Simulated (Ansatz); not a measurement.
# Optical response of CoH3

Aim: the dielectric function of CoH3, and the optical constants that follow from it.

Method: DFT, PBE, plane-wave PAW, default files, scalar-relativistic, independent-particle optical response without local fields, in Ansatz 0.2.0.

## Step 1: The structure

Symmetry: Pm-3m, No. 221, cubic system. Conventional cell: a = 2.611 Å, b = 2.611 Å, c = 2.611 Å, α = 90.00°, β = 90.00°, γ = 90.00°. Nearest to Co lie 12 H at 1.85 Å. H has 8 H at 1.85 Å and 4 Co at 1.85 Å nearest. Farther neighbours, and contacts between anions beyond the nearest, are not listed.

## Step 2: Ground state and bands

The self-consistent density comes first; it also tells whether there is a gap, which decides the occupations and the need for a Drude term.

This step: DFT, PBE, plane-wave PAW, default files, scalar-relativistic, ground state (Ansatz 0.2.0).

Input file input.yaml:

```yaml
crystal:
  lattice:
    - [2.611335, 0.0, 0.0]
    - [0.0, 2.611335, 0.0]
    - [0.0, 0.0, 2.611335]
  atoms:
    - { symbol: Co, position: [0.0, 0.0, 0.0], spin: 2.0 }
    - { symbol: H, position: [0.5, 0.5, 0.0] }
    - { symbol: H, position: [0.5, 0.0, 0.5] }
    - { symbol: H, position: [0.0, 0.5, 0.5] }
magnetization:
  spin_polarized: true
kpoints:
  mp_grid: { grid: [9, 9, 9] }
  band_path:
    path:
      - [[0.0, 0.0, 0.0], [0.0, 0.5, 0.0], [0.5, 0.5, 0.0], [0.0, 0.0, 0.0], [0.5, 0.5, 0.5], [0.0, 0.5, 0.0]]
      - [[0.5, 0.5, 0.0], [0.5, 0.5, 0.5]]
    npoints: 11
scf:
  occupations: { method: fermi_dirac, width: 0.05 }
  n_extra_bands: 8
hamiltonian:
  xc: pbe
  pseudopotentials: { kind: paw }
output:
  forces: true
  stress: true
  populations: true
  write_bands: true
  write_density: true
  write_potential: true
  elf: true
  volumetric_format: npy
```

Started as:

```sh
> ansatz run input.yaml --threads 2 --pin off --max-ram 5120MiB --backend cpu --events-out ev --progress --plain --runs-dir out
```

What it wrote:

```text
scf.n_extra_bands = 8 over 10 filled bands (N_el = 20.0): the run solves 18 bands
Engine: ansatz 0.2.0, aarch64-unknown-linux-gnu
Pseudopotentials: kind: paw
Pseudopotential: Co, paw, valence charge 17, recommended cutoff 420 eV (normal), Co.paw.azcp
Pseudopotential: H, paw, valence charge 1, recommended cutoff 420 eV (normal), H.paw.azcp
Functional definition: PBE
  parameter kappa = 0.804
  parameter beta = 0.066725
  exchange = pbe_x(kappa = kappa, mu = beta*pi^2/3)
  correlation = pbe_c(beta = beta)
Crystal: 4 atoms, lattice volume = 17.807 Å³
Basis set: ecut = 420 eV, 365 PW (Γ), exchange–correlation on 36×36×36 points (8 copies of the dense FFT grid, shifted against one another)
Bands: 18, of which v1, the nominal top of the filled ones, is band 10 counted from 1 (9 counted from 0)
Symmetry: 48 space group operations
Space group: Pm-3m (ITA 221), of the structure as read, at distance tolerance 2.6e-5 Å
Magnetic group: BNS 221.92 (UNI 1594), of the structure as read, at distance tolerance 2.6e-5 Å
k-points: 35 of 729
Non-local potential: Co, projectors of the file, l = 0: 3, l = 1: 2, l = 2: 3, l = 3: 1
Non-local potential: H, projectors of the file, l = 0: 2, l = 1: 1
PAW form: soft (Blöchl's): semilocal exchange-correlation on the pseudo side does not see the compensation charge
PAW one-centre angular grid: Co, 590 points (default); XC on 64 Gauss nodes
PAW one-centre angular grid: H, 110 points (default); XC on 64 Gauss nodes
Initial density: superposition of atomic densities (chi_scale 0.1, normalization cell)
Starting moments: Σ|m| = 2 μB on 1 of 4 sites
Initial wavefunctions: pseudopotential atomic-orbital guess
Functional: x = pbe(κ = 0.804, μ = 0.219515), c = pbe(β = 0.066725)
SCF iter   1: F=—  HF=-5172.487945 eV  |F-HF|=—  |Δ(HF+E_count)|=         —  Δρ=2.69e-1 (↑2.69e-1 ↓1.34e-1)  dr2=2.62e0  dr2_m=6.35e0  M=0.118 μB ∫|m|=0.211 μB  β_m=0.30  ethr=3.10e-3  ⟨swp⟩=4.1  Hψ=5228  notcnv=0  defer=19
Mixer restart at iter 1: flushing history
preconditioner: auto → none  [metal: Δε(μ)=0.076 eV  Ē_g=16.029 eV  σ=0.050 eV  W_gap=0.36  n_scr=6 (ndim 8)  ℏωp=30.5 eV  f_vac=0.000  D(μ)=0.83/eV (n_scr^D=6)  sad-step TF]
SCF iter   2: F=—  HF=-5171.408544 eV  |F-HF|=—  |Δ(HF+E_count)|=    1.08e0  Δρ=1.38e-1 (↑1.37e-1 ↓1.38e-1)  dr2=1.05e-1  dr2_m=3.04e0  M=0.138 μB ∫|m|=0.220 μB  β_m=0.52  ethr=3.10e-3  ⟨swp⟩=2.3  Hψ=2582  notcnv=0  defer=149
SCF iter   3: F=—  HF=-5173.461944 eV  |F-HF|=—  |Δ(HF+E_count)|=    2.05e0  Δρ=1.33e-1 (↑1.33e-1 ↓3.96e-2)  dr2=3.04e0  dr2_m=4.03e-1  M=0.067 μB ∫|m|=0.119 μB  β_m=0.43  ethr=5.23e-4  ⟨swp⟩=3.0  Hψ=3081  notcnv=0  defer=148
SCF iter   4: F=—  HF=-5172.674513 eV  |F-HF|=—  |Δ(HF+E_count)|=   7.87e-1  Δρ=2.21e-2 (↑2.84e-3 ↓2.21e-2)  dr2=5.72e-2  dr2_m=1.74e-2  M=0.033 μB ∫|m|=0.061 μB  β_m=0.72  ethr=5.23e-4  ⟨swp⟩=3.0  Hψ=3245  notcnv=0  defer=148
SCF iter   5: F=—  HF=-5172.756674 eV  |F-HF|=—  |Δ(HF+E_count)|=   8.22e-2  Δρ=1.50e-2 (↑1.15e-2 ↓1.50e-2)  dr2=7.51e-2  dr2_m=6.01e-4  M=0.012 μB ∫|m|=0.024 μB  β_m=0.86  ethr=2.86e-4  ⟨swp⟩=2.7  Hψ=2700  notcnv=0  defer=148
SCF iter   6: F=—  HF=-5172.752531 eV  |F-HF|=—  |Δ(HF+E_count)|=   4.14e-3  Δρ=2.59e-3 (↑2.59e-3 ↓2.14e-3)  dr2=2.81e-3  dr2_m=9.66e-6  M=0.002 μB ∫|m|=0.003 μB  β_m=0.78  ethr=2.86e-4  ⟨swp⟩=2.1  Hψ=1936  notcnv=0  defer=148
SCF iter   7: F=—  HF=-5172.752638 eV  |F-HF|=—  |Δ(HF+E_count)|=   1.07e-4  Δρ=9.05e-4 (↑9.05e-4 ↓3.31e-4)  dr2=1.52e-4  dr2_m=1.53e-5  M=0.001 μB ∫|m|=0.003 μB  β_m=0.89  ethr=1.41e-5  ⟨swp⟩=1.0  Hψ=1700  notcnv=0  defer=148
SCF iter   8: F=—  HF=-5172.752636 eV  |F-HF|=—  |Δ(HF+E_count)|=   2.80e-6  Δρ=2.85e-4 (↑2.85e-4 ↓8.20e-5)  dr2=1.77e-5  dr2_m=1.95e-6  M=0.000 μB ∫|m|=0.001 μB  β_m=0.92  ethr=7.62e-7  ⟨swp⟩=1.2  Hψ=1300  notcnv=0  defer=148
SCF iter   9: F=—  HF=-5172.752635 eV  |F-HF|=—  |Δ(HF+E_count)|=   9.43e-7  Δρ=4.24e-5 (↑4.24e-5 ↓3.94e-5)  dr2=1.04e-6  dr2_m=8.72e-10  M=0.000 μB ∫|m|=0.000 μB  β_m=0.96  ethr=8.83e-8  ⟨swp⟩=1.5  Hψ=1358  notcnv=0  defer=148
SCF iter  10: F=—  HF=-5172.752635 eV  |F-HF|=—  |Δ(HF+E_count)|=   7.00e-8  Δρ=4.61e-6 (↑4.10e-6 ↓4.61e-6)  dr2=1.04e-8  dr2_m=3.16e-11  M=0.000 μB ∫|m|=0.000 μB  β_m=0.97  ethr=5.20e-9  ⟨swp⟩=1.6  Hψ=1436  notcnv=0  defer=148
SCF iter  11: F=-5172.752635 eV  HF=-5172.752635 eV  |F-HF|=2.77e-9  |Δ(HF+E_count)|=  7.47e-10  Δρ=2.81e-6 (↑2.43e-6 ↓2.81e-6)  dr2=3.19e-9  dr2_m=7.52e-12  M=0.000 μB ∫|m|=0.000 μB  ethr=5.22e-11  ⟨swp⟩=8.4  Hψ=6759  notcnv=0
SCF 1 converged in 11 iterations: F = -5172.752635 eV  dr2 = 3.19e-9
  greatest PAW one-centre occupation: 1.000 electrons in one spin orbital (limit 2), on the Co atom at site 0 (counted from 0), in its partial waves of l = 1
WARN: the starting moments were not kept: the SCF closed with an absolute magnetisation of 4.0e-6 μB, where they sum to 2 μB in size (1 site). That is at most 0.1 of that sum. Measured as dr2_m measures the in/out step, that magnetisation stands 3.4e-11 eV from none, at or under the dr2_threshold of 1.0e-7 eV: it is no larger than a step whose dr2_m would equal this threshold. The system may hold no moment; this SCF  [...]
NSCF: frozen V_eff on 68 k-points
SCF converged after 11 iterations
Magnetization: 0.0000 μB (10.0000 up, 10.0000 down)
Absolute magnetization: 0.0000 μB (∫|ρ↑−ρ↓|, with the PAW one-centre terms)
Spin contamination: 0.0000 ħ² per cell (⟨S²⟩ above its minimum at these occupations)
Per-site moments (μB) at R_I (Å): [(3.228155e-6, 0.761678), (-1.353348e-7, 0.761678), (-1.353348e-7, 0.761678), (-1.353348e-7, 0.761678)]
Free energy (F): -5172.752635 eV
Harris-Foulkes:  -5172.752635 eV  (|F-HF|=2.77e-9)
Internal energy: -5172.746405 eV  (E = F + TS)
E sigma→0 (E₀):  -5172.749520 eV
Entropy (-TS):   -0.006229 eV (-1.557 meV/atom)
Fermi energy:    13.852854 eV
--- Per-component energies (eV) ---
  E_band       = -314.809271
  E_kinetic    = 496.102582
  E_local      = -3396.429240  (includes V_loc(G=0)·N_el)
  E_nonlocal   = 460.388737
  E_hartree    = 1429.530664
  E_xc         = -186.994591
  E_vxc        = -241.707357  (∫ρ·V_xc dr)
  E_paw        = -1517.616553  (= ΣΔE_a)
  E_vpaw       = -492.218690  (= ΣTr[D̂ρ^β])
  E_aug_tail   = -0.002377  (compensation charges beyond the density's cutoff)
  E_ewald      = -2457.725628
  E_smearing   = -0.006229  (= −TS)
  E_closure    = 0.000000  (closes the sum)
  Σ components = -5172.752635   (vs F -5172.752635, Δ=0.00e0)
--- Forces (eV/Å), atoms counted from 1 ---
  atom   1  Co    -0.00000000     0.00000000     0.00000000
  atom   2  H      0.00000000    -0.00000000     0.00000000
  atom   3  H     -0.00000000    -0.00000000    -0.00000000
  atom   4  H      0.00000000     0.00000000     0.00000000
  max |Σ_I F_I| component: 2.54e-30 eV/Å
--- Stress (GPa, compression-positive) ---
        0.336745       0.000000       0.000000
       -0.000000       0.336745       0.000000
        0.000000       0.000000       0.336745
  P = ⅓ Tr σ = 0.3367 GPa (3.367 kbar)
--- Band table (eV; the first three rows and the last of 70) ---
  k-point 0 ↑: bands = [... 6 lower, 9.1435, 12.9613, 12.9613, 12.9613, 19.6959, 19.6959, 24.1741, 24.1741, ... 4 higher]
  k-point 1 ↑: bands = [... 6 lower, 9.2815, 12.8234, 12.8234, 12.9710, 18.2268, 19.4663, 24.5879, 24.5879, ... 4 higher]
  k-point 2 ↑: bands = [... 6 lower, 9.6612, 12.4971, 12.4971, 12.9957, 16.0197, 18.8461, 25.7455, 25.7455, ... 4 higher]
  k-point 34 ↓: bands = [... 6 lower, 7.5974, 13.4170, 13.4170, 16.0816, 17.3943, 17.3943, 19.5934, 19.8960, ... 4 higher]
--- Löwdin populations: 4 sites ---
  site symbol       q [e]    m [muB]
     0     Co     16.5435     0.0000
     1      H      1.1071    -0.0000
     2      H      1.1071    -0.0000
     3      H      1.1071    -0.0000
  spilling = 0.006762 (of n_electrons = 20.000000)
```

Run time: 2.3 s. Hardware: 2 threads of Arm Neoverse V1, shared host; peak memory 0.28 GiB; 4.2 s of CPU time.

Numbers from this step:

```
free energy         : -5172.7526 eV
Fermi energy        : 13.85 eV
electrons           : 20
symmetry operations : 48
pressure            : 0.3367 GPa
volume              : 17.81 Å³
gap on the path     : 0 eV
```

There are states at the Fermi level within the smearing, so the occupations stay smeared and the carriers get a Drude term. The cell is left with a pressure of 0.3 GPa, as it stands unrelaxed at this level.

Both spins together. Electronic bands along the path, in eV, zero at the Fermi level; # counts the bands kept:

```
          point     #7     #8     #9    #10    #11    #12    #13    #14
              Γ  -0.89  -0.89  -0.89  -0.89  -0.89  -0.89   5.84   5.84
0.45 of the way  -1.37  -1.37  -1.37  -1.37  -0.86  -0.86   2.08   2.08
              X  -1.93  -1.93  -1.93  -1.93  -0.81  -0.81   0.40   0.40
0.45 of the way  -2.93  -2.93  -1.83  -1.83  -1.21  -1.21   0.21   0.21
              M  -3.45  -3.45  -1.69  -1.69  -1.69  -1.69  -0.29  -0.29
0.45 of the way  -2.29  -2.29  -1.47  -1.47  -1.35  -1.35   1.01   1.01
              Γ  -0.89  -0.89  -0.89  -0.89  -0.89  -0.89   5.84   5.84
0.45 of the way  -1.90  -1.90  -1.90  -1.90  -1.71  -1.71   2.67   2.67
              R  -0.23  -0.23  -0.23  -0.23   4.19   4.19   4.19   4.19
0.45 of the way  -2.02  -2.02  -1.61  -1.61  -0.33  -0.33   0.53   0.53
              X  -1.93  -1.93  -1.93  -1.93  -0.81  -0.81   0.40   0.40
      jump to M  -3.45  -3.45  -1.69  -1.69  -1.69  -1.69  -0.29  -0.29
0.55 of the way  -1.85  -1.85  -0.26  -0.26   0.62   0.62   0.62   0.62
              R  -0.23  -0.23  -0.23  -0.23   4.19   4.19   4.19   4.19
```

Valence density in the ac plane at fractional y = 0.000, with atoms of Co and H within 0.2 Å of it. It is the smooth field of the valence electrons, not physical close to the nuclei.

Values in e/Å³, 14 rows by 14 columns:
```
40 29 12  4  1  1  0  0  0  1  1  4 12 29
16 12  6  2  1  0  0  0  0  0  1  2  6 12
 5  4  2  1  1  0  0  0  0  0  1  1  2  4
 1  1  1  1  0  0  0  0  0  0  0  1  1  1
 1  1  0  0  0  1  1  1  1  1  0  0  0  1
 0  0  0  0  0  1  1  1  1  1  0  0  0  0
 0  0  0  0  0  1  1  2  1  1  0  0  0  0
 0  0  0  0  0  1  1  1  1  1  0  0  0  0
 1  1  0  0  0  1  1  1  1  1  0  0  0  1
 1  1  1  1  0  0  0  0  0  0  0  1  1  1
 5  4  2  1  1  0  0  0  0  0  1  1  2  4
16 12  6  2  1  0  0  0  0  0  1  2  6 12
40 29 12  4  1  1  0  0  0  1  1  4 12 29
57 40 16  5  1  1  0  0  0  1  1  5 16 40
```
Atoms in or near the plane, at fractional coordinates: Co at (0.00, 0.00), H at (0.50, 0.50).

Electrostatic potential energy in the ac plane at fractional y = 0.000, with atoms of Co and H within 0.2 Å of it. With pseudopotentials it is smooth inside the atoms' cores, unlike the true potential.

Ten even steps from '_' (-53 eV) to '@' (12 eV):
```
____..--**%%@@@@@@%%**--..__
__..::==##@@@@@@@@@@##==::..
::--==**%%@@@@@@@@@@%%**==--
++**##%%@@@@@@@@@@@@@@%%##**
%%%%@@@@@@@@%%##%%@@@@@@@@%%
@@@@@@@@@@%%==--==%%@@@@@@@@
@@@@@@@@@@##--__--##@@@@@@@@
@@@@@@@@@@%%==--==%%@@@@@@@@
%%%%@@@@@@@@%%##%%@@@@@@@@%%
++**##%%@@@@@@@@@@@@@@%%##**
::--==**%%@@@@@@@@@@%%**==--
__..::==##@@@@@@@@@@##==::..
____..--**%%@@@@@@%%**--..__
______::++%%@@@@@@%%++::____
```
Atoms in or near the plane, at fractional coordinates: Co at (0.00, 0.00), H at (0.50, 0.50).

(Part 1 of 2 ends here.)

[Long decimals in the printed logs are rounded to 6 places.]

[Logs are printed without paths, hosts, clocks, repeated set-up lines and the standing remarks that a program may print on its own settings, such as how far it seeks lower states.]

[Hosts, paths, dates, database ids (printed as entryN), source tags and the programs' standing remarks are cut or masked in the printed files.]

[Where the starting crystal was built by hand or by swapping elements, it need not be the compound's stable phase.]

[The count of steps not shown may lack steps that the program refused or didn't finish.]
